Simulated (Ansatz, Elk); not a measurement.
## YFeRh: X-ray structure factors from the self-consistent density

Structure refinements treat a crystal as free atoms side by side. For a made-up structure of YFeRh (cell and positions from a PBE relaxation) the runs below show what the calculated density changes in F(hkl).

Main program and level: Elk 11.2.3 (patched build); DFT, PBE, all-electron APW+lo, Dirac cores, scalar-relativistic bands, static density, ferromagnetic start.

The structure was built from a prototype and need not be the compound's stable phase.

## 1. The structure

The structure is orthorhombic, space group Imma (No. 74). Conventional cell: a = 4.997 Å, b = 5.581 Å, c = 7.422 Å, α = 90.00°, β = 90.00°, γ = 90.00°. Rh has 4 Fe at 2.64 Å and 2 Rh at 2.79 Å and 6 Y at 3.00 to 3.15 Å nearest. Nearest to Y lie 6 Rh at 3.00 to 3.15 Å and 6 Fe at 3.02 to 3.21 Å and 4 Y at 3.16 to 3.31 Å. Nearest to Fe lie 2 Fe at 2.50 Å and 4 Rh at 2.64 Å and 6 Y at 3.02 to 3.21 Å. Farther neighbours are not listed.

## 2. Ground state and structure factors

An all-electron density is needed, since X-rays see the cores too. Task 0 finds the density and task 195 Fourier-transforms it; tshift is off so that phases refer to the origin typed.

The input, elk.in:

```
tasks
  0
  195
  196

xctype
  20

spinpol
  .true.

rgkmax
  7.0

gmaxvr
  14.0

lmaxo
  7

lmaxapw
  8

swidth
  0.002

tshift
  .false.

ramdisk
  .false.

hmaxvr
  5.5

maxscl
  120

epspot
  1e-06

reducebf
  0.8

sppath
  './'

avec
  -4.72170822572 5.27297248348 7.01253134334
  4.72170822572 -5.27297248348 7.01253134334
  4.72170822572 5.27297248348 -7.01253134334

atoms
  3
  'Rh.in'
  2
  0.0000000000 0.0000000000 -0.0000000000   0.000000 0.000000 0.000000
  0.5000000000 0.0000000000 0.5000000000   0.000000 0.000000 0.000000
  'Y.in'
  2
  0.8700241282 0.6200241282 0.2500000000   0.000000 0.000000 0.000000
  0.1299758718 0.3799758718 0.7500000000   0.000000 0.000000 0.000000
  'Fe.in'
  2
  0.5000000000 0.5000000000 0.5000000000   0.000000 0.000000 -0.120000
  0.5000000000 -0.0000000000 -0.0000000000   0.000000 0.000000 -0.120000

ngridk
  5 5 5
```

Run with:

```bash
> OMP_NUM_THREADS=4 elk
```

Numbers of over 12 decimals in the logs are rounded to 6 here.

What it wrote:

```text
┌─────────────────────────┐
│ Elk code version 11.2.3 │
└─────────────────────────┘

All units are atomic (Hartree, Bohr, etc.)

┌─────────────────────────────────────────────────┐
│ Ground-state run starting from atomic densities │
└─────────────────────────────────────────────────┘

Lattice vectors :
  -4.721708226       5.272972483       7.012531343
   4.721708226      -5.272972483       7.012531343
   4.721708226       5.272972483      -7.012531343

Reciprocal lattice vectors :
 -0.3831602237E-18  0.5957915888      0.4479969500
  0.6653508653     -0.1842331603E-16  0.4479969500
  0.6653508653      0.5957915888      0.4737635415E-17

Unit cell volume      :    698.3762447
Brillouin zone volume :   0.3551813443

Muffin-tin inner radius fraction :   0.1000000000E-01

Nuclei treated as point charges

Species : 1 (Rh)
 parameters loaded from : Rh.in
 name : rhodium
 nuclear charge    :   -45.00000000
 electronic charge :    45.00000000
 atomic mass :    187585.2511
 muffin-tin radius :    2.597878187
 number of radial points in muffin-tin :   1193
 inner part over the whole radius :   0.9934013666E-02
 number on inner part of muffin-tin    :    849
 approximate nuclear radius :   0.8524867730E-04
 number of mesh points to nuclear radius :    423
 atomic positions (lattice), magnetic fields (Cartesian) :
  1 :   0.00000000  0.00000000  0.00000000    0.00000000  0.00000000  0.00000000
  2 :   0.50000000  0.00000000  0.50000000    0.00000000  0.00000000  0.00000000

Species : 2 (Y)
 parameters loaded from : Y.in
 name : yttrium
 nuclear charge    :   -39.00000000
 electronic charge :    39.00000000
 atomic mass :    162065.4503
 muffin-tin radius :    2.600000000
 number of radial points in muffin-tin :   1193
 inner part over the whole radius :   0.9871815862E-02
 number on inner part of muffin-tin    :    847
 approximate nuclear radius :   0.8135895711E-04
 number of mesh points to nuclear radius :    416
 atomic positions (lattice), magnetic fields (Cartesian) :
  1 :  -0.12997587 -0.37997587  0.25000000    0.00000000  0.00000000  0.00000000
  2 :   0.12997587  0.37997587 -0.25000000    0.00000000  0.00000000  0.00000000

Species : 3 (Fe)
 parameters loaded from : Fe.in
 name : iron
 nuclear charge    :   -26.00000000
 electronic charge :    26.00000000
 atomic mass :    101799.2075
 muffin-tin radius :    2.333947864
 number of radial points in muffin-tin :    993
 inner part over the whole radius :   0.9978144681E-02
 number on inner part of muffin-tin    :    700
 approximate nuclear radius :   0.7160107270E-04
 number of mesh points to nuclear radius :    332
 atomic positions (lattice), magnetic fields (Cartesian) :
  1 :   0.50000000  0.50000000  0.50000000    0.00000000  0.00000000 -0.12000000
  2 :   0.50000000  0.00000000  0.00000000    0.00000000  0.00000000 -0.12000000

Total number of atoms per unit cell :    6
Total muffin-tin volume :    400.6389203
 ratio of muffin-tin to unit cell volume :   0.5736720333

Spin treatment :
 spin-polarised
 global magnetic field (Cartesian) :    0.000000000       0.000000000       0.000000000
 collinear magnetisation in z-direction

Number of Bravais lattice symmetries :    8
Number of crystal symmetries         :    8
Crystal has inversion symmetry
Real symmetric eigensolver will be used

k-point grid :      5     5     5
k-point offset :    0.000000000       0.000000000       0.000000000
k-point set is reduced with full crystal symmetry group
Total number of k-points :       27

Muffin-tin radius times maximum |G+k| :    7.000000000
 using average radius
Maximum |G+k| for APW functions       :    2.788168481
Maximum (1/2)|G+k|²                   :    3.886941739
Maximum |G| for potential and density :    14.00000000
Constant for pseudocharge density :    9
 order of it for each species :   16  16  16
 order of it for pair densities of each species (exact exchange by exxq0 0: 17) :   10  10   8
Radial integration step length :    1

G-vector grid sizes :     45    45    45
[...]
total moment                :    3.776469056

RMS change in Kohn-Sham potential (target) :    2.744308776     (  0.1000000000E-05)
Absolute change in total energy (target)   :   0.7683385077     (  0.1000000000E-03)

[... loops 3 to 23 left out ...]

┌──────────────────┐
│ Loop number : 24 │
└──────────────────┘

Energies :
 Fermi                       :     0.312827
 sum of occupied eigenvalues :     -11183.862762677
 electron kinetic            :      19541.201840013
 core electron kinetic       :      18845.339040168
 Coulomb                     :     -37819.496957671
 Coulomb potential           :     -29931.359619275
 nuclear-nuclear             :     -2427.1604879283
 electron-nuclear            :     -40926.133844155
 Hartree                     :      5533.7973744122
 Madelung                    :     -22853.817148034
 xc potential                :     -793.45700938167
 xc effective B-field        :    -0.247968
 external B-field            :      0.000000
 exchange                    :     -598.19117996662
 correlation                 :     -11.155224881316
 electron entropic           :    -0.16747726845498E-02
 total energy                :     -18887.643197279
 (external B-field energy excluded from total)

Density of states at Fermi energy :    122.7064136
 (states/Hartree/unit cell)

Estimated indirect band gap :   0.2087062205E-02
 from k-point 16 to k-point 16
Estimated direct band gap   :   0.2087062205E-02
 at k-point 16

Charges :
 core                        :    132.0000000
 valence                     :    88.00000000
 interstitial                :    8.087361275
 muffin-tins (core leakage)
  species : 1 (Rh)
[...]
species : 2 (Y)
[...]
species : 3 (Fe)
[...]
total in muffin-tins        :    211.9126387
 total calculated charge     :    219.9996300
 total charge                :    220.0000000
 error                       :   0.3699797512E-03

Moments :
 interstitial                :  -0.3236603953
 muffin-tins
  species : 1 (Rh)
[...]
species : 2 (Y)
[...]
species : 3 (Fe)
[...]
total in muffin-tins        :    5.153464792
 total moment                :    4.829804397

RMS change in Kohn-Sham potential (target) :   0.5800479898E-06 (  0.1000000000E-05)
Absolute change in total energy (target)   :   0.6046913768E-05 (  0.1000000000E-03)

Convergence targets achieved

┌──────────────────┐
│ Loop number : 25 │
└──────────────────┘

Energies :
 Fermi                       :     0.312827
 sum of occupied eigenvalues :     -11183.862804653
 electron kinetic            :      19541.201796440
 core electron kinetic       :      18845.339002850
 Coulomb                     :     -37819.496953077
 Coulomb potential           :     -29931.359612990
 nuclear-nuclear             :     -2427.1604879283
 electron-nuclear            :     -40926.133849693
 Hartree                     :      5533.7973845442
 Madelung                    :     -22853.817146582
 xc potential                :     -793.45702792298
 xc effective B-field        :    -0.247953
 external B-field            :      0.000000
 exchange                    :     -598.19117245793
 correlation                 :     -11.155225597485
 electron entropic           :    -0.16747705028244E-02
 total energy                :     -18887.643229464
 (external B-field energy excluded from total)

Density of states at Fermi energy :    122.7049597
 (states/Hartree/unit cell)

Estimated indirect band gap :   0.2090310716E-02
 from k-point 16 to k-point 16
Estimated direct band gap   :   0.2090310716E-02
 at k-point 16

Charges :
 core                        :    132.0000000
 valence                     :    88.00000000
 interstitial                :    8.087357962
 muffin-tins (core leakage)
  species : 1 (Rh)
[...]
species : 2 (Y)
[...]
atom 2                    :    36.91784413     (  0.8761766352E-05)
  species : 3 (Fe)
   atom 1                    :    24.84838471     ( -0.2242019619E-06)
   atom 2                    :    24.84838471     ( -0.2242019619E-06)
 total in muffin-tins        :    211.9126420
 total calculated charge     :    219.9996300
 total charge                :    220.0000000
 error                       :   0.3699808183E-03

Moments :
 interstitial                :  -0.3236494979
 muffin-tins
  species : 1 (Rh)
[...]
species : 2 (Y)
[...]
atom 2                    :  -0.1529756677
  species : 3 (Fe)
   atom 1                    :    2.451679742
   atom 2                    :    2.451679742
 total in muffin-tins        :    5.153291921
 total moment                :    4.829642423

┌──────────────────────────────┐
│ Self-consistent loop stopped │
└──────────────────────────────┘

Wrote STATE.OUT
```

Elapsed: 4.2 min, on 4 threads of AMD EPYC 9R45 (Zen 5), shared host; peak memory 0.63 GiB.

SFACRHO.OUT:

```text

h k l indices transformed by vhmat matrix:
   1.000000000       0.000000000       0.000000000    
   0.000000000       1.000000000       0.000000000    
   0.000000000       0.000000000       1.000000000    

      h      k      l  multipl.   |H|            Re(F)            Im(F)           |F|

      0      0      0      1   0.0000000       220.00000      0.18196234E-15   220.00000    
      0      1     -1      2  0.74543201     -0.84127546      0.86203238E-14  0.84127546    
     -1      0      0      2  0.74543201      0.84127546     -0.53917616E-15  0.84127546    
     -1      0      1      4  0.80211785       31.333240     -0.25917023E-13   31.333240    
     -1      1      0      4  0.89311779      0.48459587E-14 -0.10753576E-13  0.11795029E-13
     -1     -1      1      2  0.89599390       38.913170     -0.52443819E-14   38.913170    
      1     -1      1      2   1.1915832      -30.291408     -0.40758606E-14   30.291408    
      1      1      0      4   1.2650946      -61.809552      0.29255550E-13   61.809552    
     -1     -1      2      4   1.2650946       61.809552      0.30554233E-13   61.809552    
      1     -1     -1      2   1.3307017       92.851068     -0.42697819E-16   92.851068    
     -2      1      0      4   1.4364065       113.47665      0.14396104E-13   113.47665    
      0      1     -2      4   1.4364065       113.47665     -0.14174741E-13   113.47665    
     -1     -2      2      2   1.4701289      -84.276765     -0.21604143E-13   84.276765    
      2      1     -1      2   1.4701289       84.276765     -0.26360738E-13   84.276765    
      2      0      0      2   1.4908640       103.41044     -0.19069232E-13   103.41044    
      0      2     -2      2   1.4908640       103.41044      0.77764320E-14   103.41044    
      1      2     -1      4   1.4996677       106.40672     -0.25177651E-13   106.40672    
     -1      2      0      4   1.5252659      -78.019915      0.15675020E-13   78.019915
```

Elk indexes on the primitive cell of elk.in and gives |H| = 4π sin θ/λ in inverse bohr. Below, one row stands for each form hkl of the conventional cell (m members, Friedel mates merged), F is for one primitive cell and the density is static (no thermal factor). Free-atom factors are Waasmaier and Kirfel's, and R is Σm||F|−|F'||/Σm|F|.

```csv
hkl,m,sin θ/λ (Å⁻¹),"abs F, DFT",neutral atoms,diff.
011,4,0.112,0.841,1.106,-0.265
101,4,0.121,31.333,31.402,-0.069
110,4,0.134,0.000,0.000,+0.000
002,2,0.135,38.913,39.233,-0.320
020,2,0.179,30.291,30.066,+0.226
112,8,0.190,61.810,62.019,-0.210
200,2,0.200,92.851,93.343,-0.492
121,8,0.216,113.477,113.984,-0.507
013,4,0.221,84.277,84.459,-0.182
022,4,0.224,103.410,104.140,-0.730
103,4,0.226,106.407,106.925,-0.518
211,8,0.229,78.020,78.325,-0.305
202,4,0.241,107.382,108.397,-1.015
220,4,0.269,43.781,44.564,-0.783
004,2,0.270,44.187,44.920,-0.734
031,4,0.277,2.743,2.563,+0.180
130,4,0.287,0.000,0.000,+0.000
123,8,0.288,27.849,28.162,-0.313
```

## 3. The magnetisation density

The same run holds the spin density, and task 196 transforms it. The order is that of the start, and no other was tried.

SFACMAG_1.OUT:

```text

h k l indices transformed by vhmat matrix:
   1.000000000       0.000000000       0.000000000    
   0.000000000       1.000000000       0.000000000    
   0.000000000       0.000000000       1.000000000    

      h      k      l  multipl.   |H|            Re(F)            Im(F)           |F|

      0      0      0      1   0.0000000       4.8296426      0.15002214E-16   4.8296426    
      0      1     -1      2  0.74543201       4.5695241     -0.16549347E-15   4.5695241    
     -1      0      0      2  0.74543201      -4.5695241     -0.54204985E-15   4.5695241    
     -1      0      1      4  0.80211785      0.75598651     -0.15898764E-14  0.75598651    
     -1      1      0      4  0.89311779      0.30287242E-15 -0.64074985E-15  0.70872567E-15
     -1     -1      1      2  0.89599390      -3.8068739     -0.47425196E-15   3.8068739    
      1     -1      1      2   1.1915832      -3.3682357      0.38601147E-15   3.3682357    
      1      1      0      4   1.2650946      0.11126291E-01 -0.21863661E-15  0.11126291E-01
     -1     -1      2      4   1.2650946     -0.11126291E-01 -0.14791009E-15  0.11126291E-01
      1     -1     -1      2   1.3307017      -3.3210580      0.10260080E-16   3.3210580    
     -2      1      0      4   1.4364065      0.33145604      0.22038560E-15  0.33145604    
      0      1     -2      4   1.4364065      0.33145604     -0.55246256E-15  0.33145604    
     -1     -2      2      2   1.4701289      -3.2092619      0.10429272E-14   3.2092619    
      2      1     -1      2   1.4701289       3.2092619     -0.74545777E-15   3.2092619    
      2      0      0      2   1.4908640       3.4172016     -0.78866270E-15   3.4172016    
      0      2     -2      2   1.4908640       3.4172016     -0.89570997E-16   3.4172016
```

The total moment is 4.83 μB a cell; sphere moments: Rh1 +0.28, Rh2 +0.28, Y3 -0.15, Y4 -0.15, Fe5 +2.45, Fe6 +2.45 μB. Polarised neutrons measure spin and orbital magnetisation together; without spin-orbit coupling the run gives the spin part:

```csv
hkl,sin θ/λ (Å⁻¹),abs F_M (μB)
011,0.112,4.569
101,0.121,0.756
110,0.134,0.000
002,0.135,3.807
020,0.179,3.368
112,0.190,0.011
200,0.200,3.321
121,0.216,0.332
013,0.221,3.209
022,0.224,3.417
103,0.226,0.283
211,0.229,3.188
202,0.241,3.337
220,0.269,2.958
```

[end of part 1 of 2]

[Logs are printed without paths, hosts, clocks, repeated set-up lines and the standing remarks that a program may print on its own settings, such as how far it seeks lower states.]

[Hosts, paths, dates, database ids (printed as entryN), source tags and the programs' standing remarks are cut or masked in the printed files.]
